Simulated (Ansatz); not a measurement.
# Hf2CF2 monolayer: from the cell to its phonons, part 2 of 3

Aim: the vibrations of Hf2CF2 monolayer, their spectra, and whether the structure is stable.

Ansatz 0.2.0; DFT PBEsol, scalar-relativistic, plane waves, PAW; PAW set soft_1.

So far. Step 2 (Rough relaxation): The program solves this slab on a cell height of its own, 33.2 Å, in place of the one typed.

### Step 4. Tight relaxation

Phonons need a cell at rest on their own settings, so the relaxation is repeated with tight tolerances on forces and stress on the k mesh and occupations of the first response run.

input.yaml

```yaml
crystal:
  lattice:
    - [3.2344674609, 0.0, 0.0]
    - [-1.6172337304, 2.8011309888, 0.0]
    - [0.0, 0.0, 33.2]
  atoms:
    - { symbol: C, position: [0.0, 0.0, 0.3012048193] }
    - { symbol: Hf, position: [0.3333333333, 0.6666666667, 0.3372702593] }
    - { symbol: Hf, position: [0.6666666667, 0.3333333333, 0.2651393792] }
    - { symbol: F, position: [0.6666666667, 0.3333333333, 0.3773859952] }
    - { symbol: F, position: [0.3333333333, 0.6666666667, 0.2250236434] }
  periodic: [true, true, false]
kpoints:
  mp_grid: { grid: [12, 12, 1] }
hamiltonian:
  xc: pbesol
  pseudopotentials: { kind: paw, azcp: { folder: soft_1 }, xc_functional: pbe }
scf:
  occupations: { method: methfessel_paxton, width: 0.2 }
output:
  forces: true
  stress: true
  eigenvalues: true
  write_density: true
  write_potential: true
  elf: true
  volumetric_format: npy
relax:
  adjacent_minimum: "off"
  f_tol: 0.001
  max_steps: 60
  cell: { stress_2d_tol: 0.002 }
```

Started as:

```sh
$ ansatz run input.yaml --threads 4 --pin off --max-ram 16384MiB --backend cpu --events-out ev --progress --plain --runs-dir out
```

Numbers of over 12 decimals in the logs are rounded to 6 here.

Output:

```text
[...]
Crystal: 5 atoms, lattice volume = 300.798 Å³
Basis set: ecut = 420 eV, 6003 PW (Γ), exchange–correlation on 48×48×450 points (8 copies of the dense FFT grid, shifted against one another)
Bands: 42, of which v1, the nominal top of the filled ones, is band 35 counted from 1 (34 counted from 0)
Symmetry: 12 space group operations
[...]
k-points: 19 of 144
[...]
cell:  # Å, volume = 300.8289 Å³
    - [3.234636, -2.8868963583920577e-11, 0]
    - [-1.617318, 2.801277, 0]
    - [0, 0, 33.2]
  atoms:
    - { symbol: C, position: [0, 0, 0.301205] }
    - { symbol: Hf, position: [0.333333, 0.666667, 0.337249] }
    - { symbol: Hf, position: [0.666667, 0.333333, 0.265161] }
    - { symbol: F, position: [0.666667, 0.333333, 0.377377] }
    - { symbol: F, position: [0.333333, 0.666667, 0.225032] }
[key lines of the parts left out:]
SCF converged after 9 iterations
Free energy (F): -33050.657549 eV
Fermi energy:    -3.655001 eV
P = ½ c Tr σ = 0.0003 N/m
```

Elapsed: 23 s, on 4 threads of Arm Neoverse V2, shared host; peak memory 0.8 GiB.

Little changed from the start: no atom moved by 0.005 Å and no cell edge by 0.1 %.

ELF in the ac plane at fractional y = 0.333, with atoms of Hf and F within 0.2 Å of it. It is the smooth field of the valence electrons, not physical close to the nuclei.

Ten even steps from '_' (0.00) to '@' (0.81), each cell a mean:
```
__________________________________
__________________________________
__________________________________
__________________________________
__________________________________
__________________________________
__________________________________
__________________________________
__________________________________
__________________________________
__________________________________
__________________________________
__________________________________
____________________......________
::________..--**##%%%%%%%%%%%%##++
..::::::::....::--++++++++++==--::
==++++++++++==------------------==
::::--==--::::==##@@@@@@@@@@%%**--
::==++++==--::......::::::::......
__..........______________________
__________________________________
__________________________________
__________________________________
__________________________________
```
Columns run along a (3.2 Å), rows up along c (33.2 Å). Atoms in or near the plane, at fractional coordinates: Hf at (0.67, 0.27), F at (0.67, 0.38).

Electrostatic potential energy in the ac plane at fractional y = 0.333, with atoms of Hf and F within 0.2 Å of it. With pseudopotentials it is smooth inside the atoms' cores, unlike the true potential.

Values in eV, 24 rows by 14 columns, each cell a mean:
```
  0   0   0   0   0   0   0   0   0   0   0   0   0   0
  0   0   0   0   0   0   0   0   0   0   0   0   0   0
  0   0   0   0   0   0   0   0   0   0   0   0   0   0
  0   0   0   0   0   0   0   0   0   0   0   0   0   0
  0   0   0   0   0   0   0   0   0   0   0   0   0   0
  0   0   0   0   0   0   0   0   0   0   0   0   0   0
  0   0   0   0   0   0   0   0   0   0   0   0   0   0
  0   0   0   0   0   0   0   0   0   0   0   0   0   0
  0   0   0   0   0   0   0   0   0   0   0   0   0   0
  0   0   0   0   0   0   0   0   0   0   0   0   0   0
  0   0   0   0   0   0   0   0   0   0   0   0   0   0
  0   0   0   0   0   0   0   0   0   0   0   0   0   0
  0   0   0   0   0   0   0   0   0   0   0   0   0   0
  0   0   0   0   0   0   0   0   0   0   0   0   0   0
 -2  -2  -2  -2  -2  -2  -5 -13 -17 -18 -18 -15  -9  -2
-12 -14 -16 -16 -13 -10  -8 -10 -13 -13 -13 -12  -9  -8
 -8 -10 -11 -10  -9  -7  -7  -8  -8  -9  -9  -8  -7  -7
-11  -7  -5  -6  -9 -17 -25 -28 -28 -27 -27 -28 -27 -22
 -4  -3  -3  -3  -4  -5  -8 -10 -12 -13 -13 -11  -9  -6
  0   0   0   0   0   0   0   0  -1  -1  -1  -1   0   0
  0   0   0   0   0   0   0   0   0   0   0   0   0   0
  0   0   0   0   0   0   0   0   0   0   0   0   0   0
  0   0   0   0   0   0   0   0   0   0   0   0   0   0
  0   0   0   0   0   0   0   0   0   0   0   0   0   0
```
Columns run along a (3.2 Å; values clipped at the 3rd and 97th percentile), rows up along c (33.2 Å). Atoms in or near the plane, at fractional coordinates: Hf at (0.67, 0.27), F at (0.67, 0.38).

Valence density in the ac plane at fractional y = 0.333, with atoms of Hf and F within 0.2 Å of it. It is the smooth field of the valence electrons, not physical close to the nuclei.

Values in e/Å³, 24 rows by 14 columns, each cell a mean:
```
 0  0  0  0  0  0  0  0  0  0  0  0  0  0
 0  0  0  0  0  0  0  0  0  0  0  0  0  0
 0  0  0  0  0  0  0  0  0  0  0  0  0  0
 0  0  0  0  0  0  0  0  0  0  0  0  0  0
 0  0  0  0  0  0  0  0  0  0  0  0  0  0
 0  0  0  0  0  0  0  0  0  0  0  0  0  0
 0  0  0  0  0  0  0  0  0  0  0  0  0  0
 0  0  0  0  0  0  0  0  0  0  0  0  0  0
 0  0  0  0  0  0  0  0  0  0  0  0  0  0
 0  0  0  0  0  0  0  0  0  0  0  0  0  0
 0  0  0  0  0  0  0  0  0  0  0  0  0  0
 0  0  0  0  0  0  0  0  0  0  0  0  0  0
 0  0  0  0  0  0  0  0  0  0  0  0  0  0
 0  0  0  0  0  0  0  0  0  0  0  0  0  0
 0  0  0  0  0  0  0  1  3  5  5  2  1  0
 0  0  0  0  0  0  0  1  1  2  2  1  1  0
 0  1  1  1  0  0  0  0  0  0  0  0  0  0
 0  0  0  0  0  1  2  6 16 26 22 11  3  1
 0  0  0  0  0  0  0  0  1  1  1  0  0  0
 0  0  0  0  0  0  0  0  0  0  0  0  0  0
 0  0  0  0  0  0  0  0  0  0  0  0  0  0
 0  0  0  0  0  0  0  0  0  0  0  0  0  0
 0  0  0  0  0  0  0  0  0  0  0  0  0  0
 0  0  0  0  0  0  0  0  0  0  0  0  0  0
```
Columns run along a (3.2 Å), rows up along c (33.2 Å). Atoms in or near the plane, at fractional coordinates: Hf at (0.67, 0.27), F at (0.67, 0.38).

The largest force component left is 0.60 meV/Å, within the tolerances set.

### Step 5. Zone-centre response

The zone centre comes first: it holds the modes that light can see, as far as symmetry allows. No field response is asked, since the mesh shows no gap.

input.yaml, the sections that differ from step 4:

```yaml
crystal:
  lattice:
    - [3.234635814, 0.0, 0.0]
    - [-1.617317907, 2.801276787, 0.0]
    - [0.0, 0.0, 33.2]
  atoms:
    - { symbol: C, position: [0.0, 0.0, 0.3012048193] }
    - { symbol: Hf, position: [0.3333333333, 0.6666666667, 0.3372488151] }
    - { symbol: Hf, position: [0.6666666667, 0.3333333333, 0.2651608235] }
    - { symbol: F, position: [0.6666666667, 0.3333333333, 0.3773774124] }
    - { symbol: F, position: [0.3333333333, 0.6666666667, 0.2250322262] }
  periodic: [true, true, false]
output:
  eigenvalues: true
phonons:
  method: dfpt
# kpoints, hamiltonian, scf: as in step 4
# relax: removed
```

Output:

```text
Warning: crystal.symmetry: narrowed to the stabiliser of the run's FFT grids — unitary ops 12 → 6. A phonons.method: dfpt run fills in the rows of the dynamical matrix that it does not solve by its symmetry operations, which is exact only for operations that map its FFT grids onto themselves: filled in by any other, the frequencies could depend on the order in which like atoms are typed, or, by more than the grids' own error, on where the crystal sits among the grids' points. Excluded: 6 operations. The run can therefore solve more perturbations, solve them on more k-points, or both, and cost more. [rest of the remark cut]
[...]
Crystal: 5 atoms, lattice volume = 300.829 Å³
Basis set: ecut = 420 eV, 6003 PW (Γ), exchange–correlation on 48×48×450 points (8 copies of the dense FFT grid, shifted against one another)
Bands: 42, of which v1, the nominal top of the filled ones, is band 35 counted from 1 (34 counted from 0)
Symmetry: 12 space group operations
k-points: 43 of 144 (irreducible under 2 space group operations, time reversal used)
[...]
SCF iter   1: F=—  HF=-33055.436256 eV  |F-HF|=—  |Δ(HF+E_count)|=         —  Δρ=5.51e-2  dr2=1.78e1  ethr=3.10e-3  ⟨swp⟩=11.0  Hψ=10843  notcnv=0
[...]
SCF iter  15: F=-33050.657549 eV  HF=-33050.657549 eV  |F-HF|=2.18e-10  |Δ(HF+E_count)|=  1.96e-10  S|Δr|=    0.00e0  Δρ=1.07e-8  dr2=3.86e-13  ethr=1.00e-12  ⟨swp⟩=6.5  Hψ=19376  notcnv=0
SCF 1 converged in 15 iterations: F = -33050.657549 eV  dr2 = 3.86e-13
[...]
DFPT response loops at Γ: preconditioner auto → none (partly filled bands, converged f_vac=0.782); β = 0.50; Broyden in place of MSR1
SCF converged after 15 iterations
[...]
Free energy (F): -33050.657549 eV
[...]
Internal energy: -33050.656116 eV  (E = F + TS)
E sigma→0 (E₀):  -33050.657191 eV
Entropy (-TS):   -0.001433 eV (-0.287 meV/atom)
Fermi energy:    -3.655001 eV
[...]
--- Band table (eV; the first three rows and the last of 43) ---
  k-point 0: bands = [... 31 lower, -8.5535, -7.0202, -7.0202, -3.3861, -3.3861, -3.0536, -2.1671, -2.0072, ... 3 higher]
  k-point 1: bands = [... 31 lower, -8.4752, -7.2726, -7.0411, -3.7161, -3.2153, -2.9966, -1.9433, -1.8821, ... 3 higher]
  k-point 2: bands = [... 31 lower, -8.2971, -7.7897, -7.0781, -4.3591, -2.8197, -2.7259, -1.7744, -1.5793, ... 3 higher]
  k-point 42: bands = [... 31 lower, -8.6032, -8.0419, -7.5307, -3.6581, -3.6436, -0.6025, -0.5992, -0.4973, ... 3 higher]
  ° read free of the cell's end (the report's vacuum.weakly_bound_levels)
--- Phonons (Γ-DFPT): 10 representative perturbations + reference, on 43 of 144 k-points (Σ response iterations 53) ---
  ASR residual: 2.136e-5 → 0.000e0 eV/Å²; symmetrization residual: 3.948e-6 eV/Å²
  The last average, over the group as it would stand without the narrowing to the FFT grids, took up to 9.249e-7 eV/Å² of the zone centre's force constants
  ASR residual per site (eV/Å²): 2.01e-5 8.08e-6 8.87e-6 6.11e-6 2.14e-5
  Γ frequencies (cm⁻¹): 0.00 0.00 0.00 133.63 133.63 188.68 210.29 210.29 223.25 223.25 396.00 396.25 617.30 686.19 686.19
  non-analytic LO–TO correction: not included (Born effective charges unavailable; polar crystals: no LO–TO splitting at Γ)
```

The job ended after 2.9 min (4 threads; peak memory 2 GiB; 11 min of CPU time).

This step gave:

| Property | Result |
| --- | --- |
| sum-rule residual before enforcement | 2.14e-5 eV/Å² |
| point group | -3m |
| highest optical mode at the zone centre (no LO-TO term) | 686.2 cm⁻¹ |
| lowest optical zone-centre mode | 133.6 cm⁻¹ |

Patterns of degenerate modes are one choice out of their space. Modes at Γ, with each element's share of the kinetic energy:

| mode | frequency (cm⁻¹) | symmetry | C % | Hf % | F % |
| --- | --- | --- | --- | --- | --- |
| 1 | 0.0 | acoustic | 3 | 88 | 9 |
| 2 | 0.0 | acoustic | 3 | 88 | 9 |
| 3 | 0.0 | acoustic | 3 | 88 | 9 |
| 4 | 133.6 | Eg | 0 | 95 | 5 |
| 5 | 133.6 | Eg | 0 | 95 | 5 |
| 6 | 188.7 | A1g | 0 | 87 | 13 |
| 7 | 210.3 | Eg | 0 | 5 | 95 |
| 8 | 210.3 | Eg | 0 | 5 | 95 |
| 9 | 223.2 | Eu | 0 | 9 | 91 |
| 10 | 223.2 | Eu | 0 | 9 | 91 |
| 11 | 396.0 | A2u | 1 | 9 | 90 |
| 12 | 396.2 | A1g | 0 | 13 | 87 |
| 13 | 617.3 | A2u | 96 | 4 | 0 |
| 14 | 686.2 | Eu | 97 | 3 | 0 |
| 15 | 686.2 | Eu | 97 | 3 | 0 |

Displacements in mode 4 (133.6 cm⁻¹), the largest set to 1:
```
C1   0.00  0.00  0.00
Hf2  0.38  1.00  0.00
Hf3 -0.38 -1.00  0.00
F4   0.26  0.67  0.00
F5  -0.26 -0.67  0.00
```

Displacements in mode 10 (223.2 cm⁻¹), the largest set to 1:
```
C1   0.00 -0.03  0.00
Hf2  0.00 -0.11  0.00
Hf3  0.00 -0.11  0.00
F4   0.00  1.00  0.00
F5   0.00  1.00  0.00
```

Before it was imposed, the acoustic sum rule was missed by 2.1e-5 eV/Å². Small misses are needed for a sound result but don't prove that mesh and cutoff are converged. The lowest optical mode is real, 134 cm⁻¹.

### Step 6. Phonons on a q mesh

Stability and thermal properties need the whole zone. Linear response on a 4×4×1 q mesh gives force constants as far as a supercell of that size would.

Edit input.yaml of step 5 so:

```diff
@@ -23 +23,10 @@
   method: dfpt
+  qmesh: [4, 4, 1]
+  temperatures: { t_max: 1000, t_step: 50 }
+  qpath:
+    path:
+      - [0.0, 0.0, 0.0]
+      - [0.5, 0.0, 0.0]
+      - [0.33333333, 0.33333333, 0.0]
+      - [0.0, 0.0, 0.0]
+    npoints: 10
```

Output:

```text
[...]
Crystal: 5 atoms, lattice volume = 300.829 Å³
Basis set: ecut = 420 eV, 6003 PW (Γ), exchange–correlation on 48×48×450 points (8 copies of the dense FFT grid, shifted against one another)
Bands: 42, of which v1, the nominal top of the filled ones, is band 35 counted from 1 (34 counted from 0)
Symmetry: 12 space group operations
k-points: 19 of 144 (irreducible under 6 space group operations, time reversal used)
[...]
SCF iter   1: F=—  HF=-33055.435812 eV  |F-HF|=—  |Δ(HF+E_count)|=         —  Δρ=5.51e-2  dr2=1.78e1  ethr=3.10e-3  ⟨swp⟩=11.3  Hψ=4812  notcnv=0
[...]
SCF iter  15: F=-33050.657549 eV  HF=-33050.657549 eV  |F-HF|=1.38e-10  |Δ(HF+E_count)|=  2.11e-10  S|Δr|=    0.00e0  Δρ=1.12e-8  dr2=2.08e-13  ethr=1.00e-12  ⟨swp⟩=10.6  Hψ=8496  notcnv=1
SCF 1 converged in 15 iterations: F = -33050.657549 eV  dr2 = 2.08e-13
[...]
phonons: the bands overlap, so this run is a metal and interpolates without the dipole-dipole term. If the crystal is really an insulator or semiconductor, its LO-TO splitting is missing
NSCF: frozen V_eff on 19 k-points
[...]
WARN: eigensolver did not converge in 6 slots of this pass, the one above among them; of largest residual over every band (k=4): 1 band(s) unlocked (lowest unlocked band 41, counted from 0; max residual 2.77e-3 eV among the unlocked bands, 2.77e-3 eV over every band); of lowest unlocked band (k=1): band 41
[...]
DFPT response loops at q = (0, 0, 0) (fractional): preconditioner auto → none (partly filled bands, converged f_vac=0.782); β = 0.50; Broyden in place of MSR1
[...]
SCF converged after 15 iterations
[...]
Free energy (F): -33050.657549 eV
[...]
Internal energy: -33050.656116 eV  (E = F + TS)
E sigma→0 (E₀):  -33050.657191 eV
Entropy (-TS):   -0.001433 eV (-0.287 meV/atom)
Fermi energy:    -3.655001 eV
[...]
--- Band table (eV; the first three rows and the last of 19) ---
  k-point 0: bands = [... 31 lower, -8.5535, -7.0202, -7.0202, -3.3861, -3.3861, -3.0536, -2.1671, -2.0072, ... 3 higher]
  k-point 1: bands = [... 31 lower, -8.4752, -7.2726, -7.0411, -3.7161, -3.2153, -2.9966, -1.9433, -1.8821, ... 3 higher]
  k-point 2: bands = [... 31 lower, -8.2971, -7.7897, -7.0781, -4.3591, -2.8197, -2.7259, -1.7744, -1.5793, ... 3 higher]
  k-point 18: bands = [... 31 lower, -8.4537, -8.4537, -7.4313, -3.1849, -2.3153, -2.3153, -0.6455, 0.0189, ... 3 higher]
  ° read free of the cell's end (the report's vacuum.weakly_bound_levels)
--- Phonons (Γ-DFPT): 10 representative perturbations + reference (Σ response iterations 53) ---
  ASR residual: 7.656e-6 → 0.000e0 eV/Å²; symmetrization residual: 4.894e-6 eV/Å²
[...]
ASR residual per site (eV/Å²): 7.66e-6 2.09e-6 1.18e-6 3.99e-6 7.58e-6
[...]
--- Phonons (arbitrary-q DFPT): 4 irreducible q on the 4×4×1 mesh ---
  q = [0.0000, 0.0000, 0.0000] (star 1, of the zone-centre solve; hermiticity 3.77e-7, symmetrization 3.61e-14, taken by the last average 7.08e-8): -0.00 0.00 0.00 133.63 133.63 188.68 210.29 210.29 223.25 223.25 396.00 396.25 617.30 686.19 686.19
  q = [0.0000, 0.2500, 0.0000] (star 6, 15 solved perturbations on 78 of 144 k-point pairs; hermiticity 1.97e-7, symmetrization 5.65e-11, taken by the last average 5.02e-7): 67.34 85.37 125.33 135.85 155.20 182.72 217.76 219.75 222.32 222.36 358.06 362.24 606.34 685.80 693.41
[...]
q = [0.2500, 0.2500, 0.0000] (star 6, 10 solved perturbations in 1110 linear systems a pass and spin channel, the states on 144 of 144 k-point pairs; hermiticity 1.46e-7, symmetrization 3.40e-11, taken by the last average 1.08e-7): 119.30 135.31 136.47 144.34 158.62 166.25 208.11 210.05 229.94 233.79 333.50 337.93 608.83 660.69 674.64
  sum rule: each row above includes the acoustic sum rule's correction from the zone centre's row sums; it moved no ω² by more than (0.42 cm⁻¹)²
  mesh force constants: q→R imaginary residual 3.68e-18; ASR residual 7.656e-6 → 0.000e0 eV/Å²; symmetrization residual 2.132e-14 eV/Å²
  interpolated dispersion: 31 rows × 15 modes
  density of states and harmonic sums: on the 24×24×1 q-mesh, interpolated from the force constants of a 4×4×1 supercell (no non-analytic term)
  largest difference from the sums on the solved wave vectors: F 4.42e-2 eV, S 5.81e-5 and C_V 1.39e-5 eV/K
  zero-point energy: 0.268133 eV/cell   skipped modes (ω ≤ 0): 5, of them read as no rigid motion or as one in doubt: 2 (2.083e-2 modes/cell left out, lowest -4.90 cm⁻¹)   left out of the sums: 1.74e-3 of the cell's modes: C_V's classical limit lies that fraction below 3 k_B per atom; for a crystal, a wire or a layer, F and S can be off by more, and a phonons.interpolated_qmesh denser along its periods is the remedy for the sampling
```

Elapsed: 21 min, on 4 threads; peak memory 3.9 GiB; 82 min of CPU time.

This step gave:

```yaml
sum_rule_residual_before_enforcement: 7.66e-6 eV/Å²
lowest_frequency_on_the_path: -5.249 cm⁻¹
highest_frequency_on_the_path_or_at_a_solved_wavevector: 694.1 cm⁻¹
lowest_mode_on_the_q_mesh_acoustic_modes_at_gamma_apart: 50.67 cm⁻¹
```

[end of part 2 of 3]

[Logs are printed without paths, hosts, clocks, repeated set-up lines and the standing remarks that a program may print on its own settings, such as how far it seeks lower states.]

[Hosts, paths, dates, database ids (printed as entryN), source tags and the programs' standing remarks are cut or masked in the printed files.]
